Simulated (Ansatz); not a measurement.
# Sn2S3 (Ottemannite): the dielectric response by several routes

How strongly does Sn2S3 (Ottemannite) screen? Routes: perturbation theory, a sum over states and the RPA step of G0W0.

Calculated with Ansatz 0.2.0; linear response on r2SCAN, plane waves, PAW.

Report form: the programs' logs are mostly left out.

### Step 1. Starting point

Symmetry: Pnma, No. 62, orthorhombic system. The conventional cell has a = 8.878 Å, b = 3.751 Å, c = 14.020 Å, α = 90.00°, β = 90.00°, γ = 90.00°. Nearest to Sn lie 6 S at 2.50 to 2.60 Å. Nearest to Sn lie 4 S at 2.65 to 3.14 Å. Nearest to S lie 4 Sn at 2.57 to 3.14 Å. Nearest to S lie 3 Sn at 2.56 to 2.77 Å. Nearest to S lie 3 Sn at 2.50 to 2.65 Å. Farther neighbours and most contacts between anions are not listed.

The cell and positions come from the Crystallography Open Database and are kept as given unless a step says otherwise. The default PAW set here is soft_2. Its files were made with PBE.

### Step 2. Response to a homogeneous field

ε∞ sets how strongly the crystal screens. Perturbation theory gives it with local fields and without a sum over empty bands.

This step: dielectric response by perturbation theory, r2SCAN, plane waves, PAW.

input.yaml

```yaml
crystal:
  lattice:
    - [8.878, 0.0, 0.0]
    - [0.0, 3.751, 0.0]
    - [0.0, 0.0, 14.02]
  atoms:
    - { symbol: Sn, position: [0.16494, 0.25, 0.05195] }
    - { symbol: Sn, position: [0.33506, 0.75, 0.55195] }
    - { symbol: Sn, position: [0.66494, 0.25, 0.44805] }
    - { symbol: Sn, position: [0.83506, 0.75, 0.94805] }
    - { symbol: Sn, position: [0.48509, 0.75, 0.16936] }
    - { symbol: Sn, position: [0.01491, 0.25, 0.66936] }
    - { symbol: Sn, position: [0.98509, 0.75, 0.33064] }
    - { symbol: Sn, position: [0.51491, 0.25, 0.83064] }
    - { symbol: S, position: [0.98047, 0.75, 0.1064] }
    - { symbol: S, position: [0.51953, 0.25, 0.6064] }
    - { symbol: S, position: [0.48047, 0.75, 0.3936] }
    - { symbol: S, position: [0.01953, 0.25, 0.8936] }
    - { symbol: S, position: [0.33879, 0.75, 0.99524] }
    - { symbol: S, position: [0.16121, 0.25, 0.49524] }
    - { symbol: S, position: [0.83879, 0.75, 0.50476] }
    - { symbol: S, position: [0.66121, 0.25, 0.00476] }
    - { symbol: S, position: [0.28631, 0.25, 0.21246] }
    - { symbol: S, position: [0.21369, 0.75, 0.71246] }
    - { symbol: S, position: [0.78631, 0.25, 0.28754] }
    - { symbol: S, position: [0.71369, 0.75, 0.78754] }
kpoints:
  mp_grid: { grid: [2, 6, 2] }
hamiltonian:
  xc: r2scan
scf:
  occupations: { method: fixed }
dielectric: {}
```

Started as:

```sh
ansatz run input.yaml --threads 24 --pin off --max-ram 82944MiB --backend cuda --events-out ev --progress --plain --runs-dir out --devices 1 --max-vram 78GiB
```

It took 29 s on 1 × NVIDIA GB200 (shared by 2 runs) with 24 threads of Arm Neoverse V2, shared host; peak memory 11 GiB; 5.9 min of CPU time.

This step gave:

```yaml
stated_error_of_eps_infinity: 0.079
```

One over ε∞ averages 0.11, well under the quarter of exact exchange in PBE0, which by this rule of thumb may open the gap too far.

High-frequency dielectric tensor:

```
8.79 0.00 0.00
0.00 9.11 0.00
0.00 0.00 8.80
```

Born effective charge (e), principal values of the symmetric part by kind of site:

```
atom  atoms with these values    low  middle   high   mean
 Sn1                        4   2.52    4.97   5.17   4.22
 Sn5                        4   2.56    3.28   3.62   3.15
  S9                        4  -2.79   -2.47  -1.92  -2.39
 S13                        4  -2.91   -2.72  -2.15  -2.59
 S17                        4  -3.07   -2.63  -1.47  -2.39
```

In full for Sn1:

```
4.64 0.00 0.80
0.00 5.17 0.00
0.87 0.00 2.85
```

### Step 3. Independent-particle spectrum

The independent-particle spectrum shows where the oscillator strength lies, before excitons and local fields.

This step: independent-particle optics on r2SCAN, plane waves, PAW.

Edit input.yaml of step 2 so:

```diff
@@ -27,3 +27,3 @@
 kpoints:
-  mp_grid: { grid: [2, 6, 2] }
+  mp_grid: { grid: [4, 6, 2] }
 hamiltonian:
@@ -32,2 +32,4 @@
   occupations: { method: fixed }
-dielectric: {}
+  n_extra_bands: 320
+output:
+  optics: { e_range: [0, 25], de: 0.1, sigma: 0.2 }
```

Run time: 35 s. Hardware: 1 × NVIDIA GB200 (shared by 2 runs) with 24 threads; peak memory 11 GiB.

This step gave:

```yaml
eps_infinity_without_local_fields_xx_yy_zz: 9.429, 9.353, 9.750
electrons_in_the_f_sum_xx_yy_zz: 163.6, 163.6, 163.1
bands_in_the_explicit_sum_the_static_value_is_completed_to_all_bands: 412
```

The sum gives ε∞ = 9.43, 9.35 and 9.75 without local fields.

Independent particles, no local fields, Gaussian width 0.2 eV. Table of ε₂ by photon energy; read off at these points:

```
photon energy (eV)      xx      yy     zz
               0.0       0       0      0
               1.0   0.581   0.134  0.276
               2.0    1.28    1.65   3.36
               3.0    7.00    5.19   6.30
               4.0    9.85    9.04   10.2
               4.4    12.6    15.1   15.9
               4.6    12.2    16.6   14.9
               5.0    13.0    13.4   13.2
               6.0    8.42    11.5   7.13
               7.0    7.66    6.97   7.53
               8.0    4.36    3.78   4.82
               9.0    3.61    2.99   3.36
              10.0    2.95    3.10   3.66
              11.0    2.47    2.16   2.49
              12.0    1.48    1.45   1.36
              13.0    1.05    1.04   1.03
              14.0   0.804   0.775  0.741
              15.0   0.623   0.599  0.601
              16.0   0.437   0.428  0.466
              17.0   0.321   0.354  0.372
              18.0   0.271   0.263  0.312
              19.0   0.230   0.222  0.223
              20.0   0.181   0.177  0.175
              21.0   0.138   0.137  0.143
              22.0  0.0992  0.0995  0.104
              23.0   0.100  0.0936  0.103
              24.0  0.0965   0.123  0.103
              25.0   0.196   0.210  0.206
```

Independent particles, no local fields, Gaussian width 0.2 eV. Table of loss function by photon energy; read off at these points:

```
photon energy (eV)       xx       yy       zz
              0.50   8.4e-6        0   5.5e-6
              1.00  0.00551  0.00134  0.00247
              1.50  0.00602  0.00377  0.00390
              2.00  0.00887   0.0111   0.0182
              2.50   0.0182   0.0158   0.0306
              3.00   0.0323   0.0222   0.0433
              3.50   0.0478   0.0407   0.0365
              4.00   0.0550   0.0440   0.0442
              4.50   0.0643   0.0470   0.0575
              5.00   0.0710   0.0724   0.0758
              5.50   0.0937   0.0741    0.115
              6.00    0.119   0.0847    0.139
              6.50    0.114    0.101    0.122
              7.00    0.119    0.118    0.126
              7.50    0.145    0.132    0.156
              8.00    0.182    0.162    0.170
              8.50    0.206    0.236    0.222
              9.00    0.235    0.283    0.251
              9.50    0.236    0.267    0.264
             10.00    0.261    0.257    0.242
             10.50    0.266    0.263    0.227
             11.00    0.261    0.273    0.234
             11.50    0.286    0.313    0.257
             12.00    0.328    0.341    0.318
             12.50    0.379    0.416    0.389
             13.00    0.449    0.460    0.472
             13.50    0.533    0.544    0.538
             14.00    0.655    0.673    0.678
             14.50    0.749    0.794    0.820
             15.00    0.859    0.903    0.968
             15.50     1.06     1.14     1.23
             16.00     1.37     1.46     1.54
             16.50     1.86     2.04     1.90
             17.00     2.58     2.45     2.35
             17.50     3.33     3.04     3.06
             18.00     3.68     3.81     3.21
             18.20     3.78     3.99     3.43
             18.30     3.72     4.02     3.53
             18.50     3.54     3.90     3.62
             18.70     3.45     3.60     3.71
             19.00     3.38     3.11     3.46
             19.50     2.76     2.67     2.75
             20.00     1.92     1.87     1.96
             20.50     1.51     1.47     1.46
             21.00     1.08     1.01     1.09
             21.50    0.711    0.747    0.745
             22.00    0.491    0.502    0.515
             22.50    0.382    0.356    0.366
             23.00    0.335    0.303    0.335
             23.50    0.279    0.256    0.283
             24.00    0.231    0.276    0.240
             24.50    0.275    0.335    0.278
             25.00    0.374    0.417    0.374
```

Independent particles, no local fields, Gaussian width 0.2 eV. Table of ε₁ by photon energy:

```
photon energy (eV)       xx        yy       zz
               0.0     9.40      9.32     9.72
               0.5     9.60      9.47     9.92
               1.0     10.3      10.0     10.6
               1.5     10.4      10.7     11.7
               2.0     11.9      12.1     13.2
               2.5     13.7      12.4     12.5
               3.0     13.0      14.4     10.3
               3.5     10.4      11.9     12.2
               4.0     9.05      11.1     11.3
               4.5     6.20      9.07     5.33
               5.0     3.69      2.34  -0.0297
               5.5    0.324      1.67   -0.961
               6.0   -0.101     -1.92    0.597
               6.5  -0.0446     -3.09   -0.415
               7.0    -2.36     -3.26    -1.68
               7.5    -2.60     -3.57    -1.96
               8.0    -2.24     -3.00    -2.27
               8.5    -1.67     -1.90    -1.70
               9.0    -1.52     -1.27    -1.45
               9.5    -1.50     -1.22   -0.987
              10.0    -1.62     -1.57    -1.32
              10.5    -1.63     -1.71    -1.98
              11.0    -1.84     -1.80    -2.11
              11.5    -1.74     -1.59    -1.94
              12.0    -1.53     -1.47    -1.56
              12.5    -1.32     -1.20    -1.27
              13.0    -1.11     -1.09    -1.06
              13.5   -0.937    -0.917   -0.926
              14.0   -0.762    -0.743   -0.737
              14.5   -0.666    -0.626   -0.607
              15.0   -0.581    -0.552   -0.510
              15.5   -0.470    -0.435   -0.391
              16.0   -0.357    -0.331   -0.293
              16.5   -0.250    -0.206   -0.215
              17.0   -0.146    -0.138   -0.141
              17.5  -0.0546   -0.0716  -0.0516
              18.0   0.0113  -0.00193  0.00138
              18.5   0.0843    0.0795   0.0552
              19.0    0.123     0.149    0.121
              19.5    0.181     0.187    0.181
              20.0    0.248     0.251    0.242
              20.5    0.284     0.288    0.291
              21.0    0.330     0.341    0.334
              21.5    0.384     0.385    0.384
              22.0    0.438     0.434    0.437
              22.5    0.494     0.495    0.496
              23.0    0.538     0.548    0.545
              23.5    0.582     0.601    0.585
              24.0    0.639     0.657    0.645
              24.5    0.709     0.703    0.715
              25.0    0.697     0.678    0.713
```

### Step 4. RPA screening from the G0W0 run

G0W0 replaces the xc potential by the self-energy, built once from these orbitals. Only a window of levels is corrected, while the sums run over the empty bands that the input names.

This step: G0W0 on r2SCAN, plane waves, PAW.

Edit input.yaml of step 3 so:

```diff
@@ -27,3 +27,3 @@
 kpoints:
-  mp_grid: { grid: [4, 6, 2] }
+  mp_grid: { grid: [2, 4, 2] }
 hamiltonian:
@@ -32,4 +32,7 @@
   occupations: { method: fixed }
-  n_extra_bands: 320
-output:
-  optics: { e_range: [0, 25], de: 0.1, sigma: 0.2 }
+gw:
+  n_empty_bands: 905
+  ecut_chi: 90.0
+  qp_bands: [v4, c4]
+  qp_kpoints: band_edges
+  screening: { model: contour_deformation }
```

The job ended after 37 s (1 × NVIDIA GB200 (shared by 2 runs) with 24 threads; peak memory 8.4 GiB; 2 min of CPU time).

Numbers from this step:

* bands summed: 997
* RPA ε∞ on this mesh (eigenvalues): 8.216, 8.223, 8.425
* plane waves in the screening matrix: 885
* G0W0 gap on the mesh: 1.422 eV
* k of the valence top: 0, 0, 0
* k of the conduction bottom: 0, -0.5, -0.5
* starting gap on the mesh: 0.8819 eV
* least direct G0W0 gap on the computed points: 1.438 eV

The gap on the mesh goes from 0.88 eV to 1.42 eV, a correction of +0.54 eV. Between the two edge states, bare exchange in place of the xc potential would open the gap by 4.92 eV, and correlation takes back 4.38 eV.

Mean over the mesh in bins of 0.25 1/Å. The static inverse dielectric function, diagonal by length of q+G:

```
length of q+G (Å⁻¹)  static inverse dielectric function, diagonal
               0.29                                         0.146
               0.53                                         0.199
               0.80                                         0.270
               1.01                                         0.336
               1.25                                         0.406
               1.50                                         0.484
               1.77                                         0.558
               2.01                                         0.617
               2.25                                         0.671
               2.51                                         0.725
               2.76                                         0.766
               3.01                                         0.801
               3.25                                         0.832
               3.50                                         0.859
               3.75                                         0.886
               4.01                                         0.908
               4.25                                         0.928
               4.50                                         0.943
               4.74                                         0.956
```

### Step 5. The values together

Times are wall times on 1 × NVIDIA GB200 (shared by 2 runs) with 24 threads of Arm Neoverse V2, shared host, good to a factor of about two.

```
                                          method                            mesh  ε∞, low  middle  high  mean  time
perturbation theory (local fields and xc kernel)  2×6×2 (response on 288 points)     8.79    8.80  9.11  8.90  29 s
               sum over states (no local fields)                           4×6×2     9.35    9.43  9.75  9.51  35 s
           RPA with local fields, on the GW mesh                           2×4×2     8.22    8.22  8.42  8.29  37 s
```

### Step 6. Results

```
perturbation theory (local fields and xc kernel) : 8.79, 8.80, 9.11
sum over states (no local fields)                : 9.35, 9.43, 9.75
RPA with local fields, on the GW mesh            : 8.22, 8.22, 8.42
```

**Reading.** Mean Born effective charge: Sn1 4.22, Sn5 3.15, S9 -2.39, S13 -2.59, S17 -2.39 e. The ε₂ (xx) has its highest peak at 5 eV. The loss function (xx) has its highest peak at 18.2 eV. The sum without local fields gives 9.51 in the mean against 8.90 by perturbation theory; local fields lower ε∞ and the xc kernel gives part of it back, though the sum also carries the error of its own mesh. The RPA values on the 2×4×2 mesh average 0.93 times those of perturbation theory (means 8.29 and 8.90). Without the xc kernel RPA should lie a little lower, as the mean does. r2SCAN usually puts the gap too low, which tends to raise ε∞. Ions are clamped, so the lattice part of the static constant is not in these numbers.

[Paths, hosts, dates, memory and timing lines, banners, echoed tables and standing remarks are left out of the program output.]

[Logs are printed without paths, hosts, clocks, repeated set-up lines and the standing remarks that a program may print on its own settings, such as how far it seeks lower states.]

[Runs of the session that timed out or met a known fault of the program may be left out.]

[Cells called generated may have been cut or substituted from an entry of the Crystallography Open Database or the Materials Project.]

[Hosts, paths, dates, database ids (printed as entryN), source tags and the programs' standing remarks are cut or masked in the printed files.]
